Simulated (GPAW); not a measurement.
# Optical response of Mg2NCl

Aim: the dielectric function of Mg2NCl, and the optical constants that follow from it.

Calculated with GPAW 26.7.0; DFT, PBE, plane-wave PAW (GPAW data sets), scalar-relativistic, RPA, optical limit.

Report form: the programs' logs are mostly left out.

## Step 1: Set-up

Symmetry: R-3m, No. 166, trigonal system. The conventional cell has a = 3.321 Å, b = 3.321 Å, c = 18.009 Å, α = 90.00°, β = 90.00°, γ = 120.00°. Nearest to Cl lie 6 Mg at 2.76 Å. Nearest to Mg lie 3 N at 2.17 Å and 3 Cl at 2.76 Å and 3 Mg at 2.79 Å. N has 6 Mg at 2.17 Å nearest. Farther neighbours and most contacts between anions are not listed.

## Step 2: Ground state

The self-consistent density comes first; it also tells whether there is a gap, which decides the occupations and the need for a Drude term.

This step: DFT, PBE, plane-wave PAW (GPAW data sets), scalar-relativistic, ground state (GPAW 26.7.0).

Input file gs.py:

```python
from ase import Atoms
from ase.dft.bandgap import bandgap
from gpaw import GPAW, PW, FermiDirac

atoms = Atoms(['Cl', 'Mg', 'Mg', 'N'],
              cell=[[1.660666616095, 0.958786317820, 6.002977000003],
                    [-1.660666616095, 0.958786317820, 6.002977000003],
                    [0.000000000000, -1.917572635690, 6.002976999995]],
              scaled_positions=[[0.000000000000, 0.000000000000, 0.000000000000],
                                [0.777185000000, 0.777185000000, 0.777185000000],
                                [0.222815000000, 0.222815000000, 0.222815000000],
                                [0.500000000000, 0.500000000000, 0.500000000000]],
              pbc=[True, True, True])
atoms.calc = GPAW(mode=PW(450), xc='PBE', kpts={'size': (8, 8, 8), 'gamma': True},
                  occupations=FermiDirac(0.05), maxiter=150, txt='gs.txt')
print('energy (eV)', atoms.get_potential_energy())
print('Fermi level (eV)', atoms.calc.get_fermi_level())
print('valence electrons', atoms.calc.get_number_of_electrons())
print('gap (eV)', bandgap(atoms.calc, output=None)[0])
print('direct gap (eV)', bandgap(atoms.calc, direct=True, output=None)[0])
atoms.calc.write('gs.gpw')
```

Launch:

```bash
OMP_NUM_THREADS=1 python gs.py
```

The job ended after 37 s (1 thread of Intel Xeon 6975P-C (Granite Rapids), shared host; peak memory 0.23 GiB).

Read-outs, printed or worked out from the files:

- energy: -16.94 eV
- Fermi energy: 6.294 eV
- gap on the k-mesh: 2.162 eV
- direct gap on the mesh: 2.169 eV
- electrons: 32

There is a gap, 2.16 eV on this mesh (points off the mesh can give less), so no carriers' term is needed.

## Step 3: Bands for the response

At the fixed density, many empty bands are solved on the mesh of the response, since the spectrum sums over them.

This step: DFT, PBE, plane-wave PAW (GPAW data sets), scalar-relativistic, bands at fixed density (GPAW 26.7.0).

Input file nscf.py:

```python
from ase.dft.bandgap import bandgap
from gpaw import GPAW, FermiDirac

calc = GPAW('gs.gpw').fixed_density(kpts={'size': (10, 10, 10), 'gamma': True}, nbands=51, convergence={'bands': 45},
                                    occupations=FermiDirac(0.001), txt='nscf.txt')
print('gap (eV)', bandgap(calc, output=None)[0])
print('direct gap (eV)', bandgap(calc, direct=True, output=None)[0])
print('top band over the Fermi level (eV)', min(calc.get_eigenvalues(kpt=k)[44] for k in range(len(calc.get_ibz_k_points()))) - calc.get_fermi_level())
calc.write('full.gpw', mode='all')
```

Launch:

```bash
OMP_NUM_THREADS=1 python nscf.py
```

Elapsed: 2.3 min, on 1 thread; peak memory 0.36 GiB.

Numbers from this step:

```
gap on the k-mesh : 2.161 eV
```

## Step 4: Dielectric function, RPA

Transitions between filled and empty bands, summed over the zone, give the optical response, so mesh, band count and broadening shape it.

The induced potential is part of this response.

This step: DFT, PBE, plane-wave PAW (GPAW data sets), scalar-relativistic, RPA, optical limit (GPAW 26.7.0).

Input file df.py:

```python
from gpaw.response.df import DielectricFunction

df = DielectricFunction('full.gpw', frequencies={'type': 'nonlinear', 'domega0': 0.03, 'omega2': 8},
                        ecut=50,
                        eta=0.15,
                        nbands=45,
                        txt='df.txt')
for direction in ['x', 'z']:
    df.get_dielectric_function(xc='RPA', direction=direction, filename=f'df_{direction}.csv')
```

Launch:

```bash
OMP_NUM_THREADS=1 python df.py
```

Wall time 44 s (1 thread); peak memory 0.32 GiB.

Read-outs, printed or worked out from the files:

* electronic dielectric constant ε∞, mean over x, y and z (by symmetry where fewer were run): 4.377
* centre of weight of the strongest loss peak in the window: 19.14 eV

Some rows of df_x.csv (energy; Re and Im without local fields; Re and Im with them):

```text
0.000000, 4.686458, -0.000000, 4.274491, -0.000000
0.651243, 4.730697, 0.021153, 4.316198, 0.019988
1.347938, 4.899008, 0.056692, 4.476287, 0.054376
2.095014, 5.370934, 0.357571, 4.935007, 0.359458
2.898142, 5.345278, 1.066908, 4.868069, 1.083375
3.763875, 5.812323, 1.250602, 5.237143, 1.257058
4.699832, 6.548027, 3.059865, 5.837895, 2.890534
5.714917, 4.679255, 3.992756, 3.984434, 3.697988
6.819608, 3.847764, 3.512454, 3.019242, 3.138933
8.026317, 3.628985, 4.303446, 2.488695, 3.597944
9.349861, 2.004179, 6.211224, 1.841202, 3.902538
10.808071, -0.527391, 3.916541, 0.107357, 3.023337
12.422601, -1.120851, 3.273104, 0.199465, 2.721941
14.220012, -1.209575, 1.408609, -0.635268, 1.682039
16.233242, -0.435591, 0.751433, -0.186564, 0.873337
18.503643, -0.103684, 0.483841, 0.095026, 0.574243
21.083856, 0.208507, 0.318199, 0.381179, 0.347568
24.041937, 0.353810, 0.230924, 0.529466, 0.387846
```

Sum at mesh points, not converged in k; values under the direct gap are tails of Lorentzian lines. The Im ε by photon energy; read off at these points:

| photon energy (eV) | E ∥ x | E ∥ z |
| --- | --- | --- |
| 0.00 | 0 | 0 |
| 0.50 | 0.0149 | 0.0136 |
| 1.00 | 0.0339 | 0.0289 |
| 1.50 | 0.0681 | 0.0481 |
| 2.00 | 0.236 | 0.0760 |
| 2.50 | 0.475 | 0.127 |
| 3.00 | 0.911 | 0.311 |
| 3.50 | 1.01 | 0.942 |
| 4.00 | 1.55 | 1.50 |
| 4.50 | 1.88 | 3.22 |
| 5.00 | 3.19 | 4.22 |
| 5.42 | 3.66 | 7.38 |
| 5.50 | 3.64 | 7.21 |
| 5.92 | 3.83 | 6.92 |
| 6.00 | 3.80 | 7.11 |
| 6.50 | 3.55 | 5.09 |
| 7.00 | 3.05 | 4.59 |
| 7.50 | 4.03 | 4.39 |
| 8.00 | 3.58 | 3.85 |
| 8.50 | 3.67 | 3.57 |
| 9.00 | 3.88 | 3.29 |
| 9.50 | 4.09 | 2.48 |
| 10.00 | 4.45 | 3.16 |
| 10.50 | 3.41 | 2.65 |
| 11.00 | 2.92 | 2.75 |
| 11.50 | 2.87 | 2.37 |
| 12.00 | 2.45 | 1.54 |
| 12.50 | 2.74 | 1.62 |
| 13.00 | 2.60 | 2.29 |
| 13.50 | 2.34 | 2.24 |
| 14.00 | 1.87 | 2.09 |
| 14.50 | 1.57 | 1.53 |
| 15.00 | 1.31 | 0.945 |
| 15.50 | 1.06 | 0.961 |
| 16.00 | 0.891 | 0.914 |
| 16.50 | 0.881 | 0.717 |
| 17.00 | 0.837 | 0.564 |
| 17.50 | 0.611 | 0.613 |
| 18.00 | 0.539 | 0.589 |
| 18.50 | 0.574 | 0.481 |
| 19.00 | 0.483 | 0.383 |
| 19.50 | 0.453 | 0.364 |
| 20.00 | 0.330 | 0.389 |
| 20.50 | 0.327 | 0.429 |
| 21.00 | 0.352 | 0.373 |
| 21.50 | 0.324 | 0.328 |
| 22.00 | 0.292 | 0.299 |
| 22.50 | 0.338 | 0.362 |
| 23.00 | 0.395 | 0.371 |
| 23.50 | 0.365 | 0.338 |
| 24.00 | 0.388 | 0.314 |
| 24.50 | 0.361 | 0.291 |
| 25.00 | 0.334 | 0.258 |
| 25.50 | 0.326 | 0.263 |
| 26.00 | 0.325 | 0.253 |
| 26.50 | 0.315 | 0.247 |
| 27.00 | 0.334 | 0.307 |

The reflectivity at normal incidence has structure finer than the step of the table below, so its rows give means over 1 eV, whole bins alone (the curve runs from 0 to 27.1 eV). Peaks (eV: height): E ∥ x 5.2: 20.6, 10.3: 27.1, 15.5: 30.7, 17.2: 26.0; E ∥ z 6.1: 31.2, 10.4: 24.0, 11.6: 27.1, 14.7: 37.2, 16.5: 26.4.

Sum at mesh points, not converged in k. Table of reflectivity at normal incidence by photon energy; means over each step:

| photon energy (eV) | E ∥ x (%) | E ∥ z (%) |
| --- | --- | --- |
| 1 | 12.5 | 13.5 |
| 2 | 13.9 | 14.7 |
| 3 | 14.9 | 17.4 |
| 4 | 16.7 | 21.0 |
| 5 | 20.0 | 26.6 |
| 6 | 19.2 | 29.5 |
| 7 | 17.1 | 24.6 |
| 8 | 18.9 | 24.5 |
| 9 | 20.3 | 22.0 |
| 10 | 25.2 | 20.6 |
| 11 | 23.1 | 22.5 |
| 12 | 20.7 | 20.3 |
| 13 | 24.5 | 16.6 |
| 14 | 28.8 | 26.3 |
| 15 | 29.1 | 29.9 |
| 16 | 25.6 | 23.7 |
| 17 | 23.6 | 19.6 |
| 18 | 18.5 | 15.9 |
| 19 | 15.0 | 12.1 |
| 20 | 11.2 | 6.62 |
| 21 | 6.24 | 6.32 |
| 22 | 4.09 | 3.88 |
| 23 | 3.45 | 3.67 |
| 24 | 3.50 | 3.41 |
| 25 | 3.31 | 2.59 |
| 26 | 2.82 | 1.90 |

Sum at mesh points, not converged in k; values under the direct gap are tails of Lorentzian lines. Im ε, E ∥ x against photon energy; read off at these points:

| photon energy (eV) | without local fields | with local fields |
| --- | --- | --- |
| 0.00 | 0 | 0 |
| 0.50 | 0.0158 | 0.0149 |
| 1.00 | 0.0357 | 0.0339 |
| 1.50 | 0.0706 | 0.0681 |
| 2.00 | 0.237 | 0.236 |
| 2.50 | 0.472 | 0.475 |
| 3.00 | 0.898 | 0.911 |
| 3.50 | 0.998 | 1.01 |
| 4.00 | 1.56 | 1.55 |
| 4.50 | 1.97 | 1.88 |
| 5.00 | 3.38 | 3.19 |
| 5.50 | 3.90 | 3.64 |
| 5.92 | 4.16 | 3.83 |
| 6.00 | 4.12 | 3.80 |
| 6.50 | 3.81 | 3.55 |
| 7.00 | 3.40 | 3.05 |
| 7.50 | 4.63 | 4.03 |
| 8.00 | 4.26 | 3.58 |
| 8.50 | 4.97 | 3.67 |
| 9.00 | 5.90 | 3.88 |
| 9.50 | 6.47 | 4.09 |
| 9.62 | 6.54 | 4.26 |
| 10.00 | 5.99 | 4.45 |
| 10.50 | 4.36 | 3.41 |
| 11.00 | 3.94 | 2.92 |
| 11.50 | 3.63 | 2.87 |
| 12.00 | 3.34 | 2.45 |
| 12.50 | 3.22 | 2.74 |
| 13.00 | 2.57 | 2.60 |
| 13.50 | 2.04 | 2.34 |
| 14.00 | 1.57 | 1.87 |
| 14.50 | 1.29 | 1.57 |
| 15.00 | 1.05 | 1.31 |
| 15.50 | 0.778 | 1.06 |
| 16.00 | 0.723 | 0.891 |
| 16.50 | 0.733 | 0.881 |
| 17.00 | 0.611 | 0.837 |
| 17.50 | 0.491 | 0.611 |
| 18.00 | 0.475 | 0.539 |
| 18.50 | 0.484 | 0.574 |
| 19.00 | 0.391 | 0.483 |
| 19.50 | 0.358 | 0.453 |
| 20.00 | 0.279 | 0.330 |
| 20.50 | 0.348 | 0.327 |
| 21.00 | 0.327 | 0.352 |
| 21.50 | 0.275 | 0.324 |
| 22.00 | 0.296 | 0.292 |
| 22.50 | 0.338 | 0.338 |
| 23.00 | 0.323 | 0.395 |
| 23.50 | 0.279 | 0.365 |
| 24.00 | 0.233 | 0.388 |
| 24.50 | 0.231 | 0.361 |
| 25.00 | 0.217 | 0.334 |
| 25.50 | 0.211 | 0.326 |
| 26.00 | 0.180 | 0.325 |
| 26.50 | 0.157 | 0.315 |
| 27.00 | 0.151 | 0.334 |

The loss function −Im 1/ε at q → 0 has structure finer than the step of the table below, so its rows give means over 0.5 eV, whole bins alone (the curve runs from 0 to 27.1 eV). Peaks (eV: height): E ∥ x 19.94: 2.27; E ∥ z 16.96: 1.79, 18.85: 2.16.

Sum at mesh points, not converged in k; values under the direct gap are tails of Lorentzian lines. Loss function −Im 1/ε at q → 0 against energy loss; means over each step:

| energy loss (eV) | E ∥ x | E ∥ z |
| --- | --- | --- |
| 0.5 | 8.1e-4 | 6.4e-4 |
| 1.0 | 0.00179 | 0.00132 |
| 1.5 | 0.00343 | 0.00209 |
| 2.0 | 0.0115 | 0.00305 |
| 2.5 | 0.0224 | 0.00454 |
| 3.0 | 0.0377 | 0.00970 |
| 3.5 | 0.0371 | 0.0224 |
| 4.0 | 0.0492 | 0.0348 |
| 4.5 | 0.0558 | 0.0475 |
| 5.0 | 0.0876 | 0.0608 |
| 5.5 | 0.117 | 0.0928 |
| 6.0 | 0.139 | 0.127 |
| 6.5 | 0.168 | 0.181 |
| 7.0 | 0.161 | 0.198 |
| 7.5 | 0.156 | 0.210 |
| 8.0 | 0.191 | 0.250 |
| 8.5 | 0.188 | 0.275 |
| 9.0 | 0.204 | 0.318 |
| 9.5 | 0.206 | 0.358 |
| 10.0 | 0.222 | 0.304 |
| 10.5 | 0.290 | 0.368 |
| 11.0 | 0.337 | 0.365 |
| 11.5 | 0.362 | 0.417 |
| 12.0 | 0.397 | 0.615 |
| 12.5 | 0.366 | 0.571 |
| 13.0 | 0.385 | 0.431 |
| 13.5 | 0.412 | 0.448 |
| 14.0 | 0.478 | 0.466 |
| 14.5 | 0.566 | 0.510 |
| 15.0 | 0.649 | 0.862 |
| 15.5 | 0.786 | 1.00 |
| 16.0 | 1.03 | 1.01 |
| 16.5 | 1.10 | 1.31 |
| 17.0 | 1.16 | 1.72 |
| 17.5 | 1.57 | 1.53 |
| 18.0 | 1.81 | 1.67 |
| 18.5 | 1.74 | 1.98 |
| 19.0 | 1.97 | 2.03 |
| 19.5 | 2.00 | 1.61 |
| 20.0 | 2.09 | 1.33 |
| 20.5 | 1.46 | 1.27 |
| 21.0 | 1.32 | 1.35 |
| 21.5 | 1.21 | 1.16 |
| 22.0 | 0.931 | 0.883 |
| 22.5 | 0.811 | 0.856 |
| 23.0 | 0.891 | 0.921 |
| 23.5 | 0.869 | 0.897 |
| 24.0 | 0.888 | 0.855 |
| 24.5 | 0.884 | 0.791 |
| 25.0 | 0.854 | 0.672 |
| 25.5 | 0.778 | 0.609 |
| 26.0 | 0.763 | 0.560 |
| 26.5 | 0.724 | 0.498 |

At chosen wavelengths:

| wavelength (nm) | n x | k x | R (%) x | 1/α x | n z | k z | R (%) z | 1/α z |
| --- | --- | --- | --- | --- | --- | --- | --- | --- |
| 1550 | 2.08 | 0.006 | 12.3 | 20 µm | 2.15 | 0.005 | 13.4 | 24 µm |
| 1064 | 2.10 | 0.010 | 12.6 | 8.4 µm | 2.17 | 0.008 | 13.6 | 11 µm |
| 800 | 2.14 | 0.017 | 13.1 | 3.7 µm | 2.19 | 0.011 | 14.0 | 5.6 µm |
| 633 | 2.20 | 0.045 | 14.1 | 1.1 µm | 2.23 | 0.016 | 14.5 | 3.1 µm |
| 532 | 2.20 | 0.134 | 14.3 | 317 nm | 2.28 | 0.023 | 15.2 | 1.8 µm |
| 405 | 2.21 | 0.199 | 14.5 | 162 nm | 2.45 | 0.078 | 17.7 | 415 nm |
| 365 | 2.26 | 0.198 | 15.3 | 146 nm | 2.54 | 0.144 | 19.0 | 202 nm |

Below the direct gap, k and the depth come from the tails of the Lorentzian lines, not from transitions.

Rows near the edge hang on the gap, which this functional as a rule makes too small, and phonon-assisted absorption is left out.

## Step 5: Outcome

```yaml
electronic_dielectric_constant_eps_infinity_mean_over_x_y_and_z_by_symmetry_where_fewer_were_run_rpa: 4.38
centre_of_weight_of_the_strongest_loss_peak_in_the_window_first_axis: 19.1 eV
```

In words: At this level (PBE, RPA) Mg2NCl has a mean ε∞ = 4.38 and n = 2.08 at 1550 nm (E ∥ x). On the mesh the gap is 2.16 eV and the least direct gap 2.17 eV. Local fields change the static value along x from 4.69 to 4.27 (-9 %). The static values by axis are 4.27 (x), 4.58 (z). Excitons and phonon-assisted transitions are missing; PBE gaps are as a rule too small, which pulls the onset down and ε∞ up. The curves end at 27 eV, about where the summed bands run out. The sum runs over mesh points 0.22 Å⁻¹ apart with no interpolation, so peaks are partly noise of the mesh and static values carry its error.

[Machine, clock and banner lines and Python warnings are left out of the logs.]

[Logs are printed without paths, hosts, clocks, repeated set-up lines and the standing remarks that a program may print on its own settings, such as how far it seeks lower states.]

[Hosts, paths, dates, database ids (printed as entryN), source tags and the programs' standing remarks are cut or masked in the printed files.]
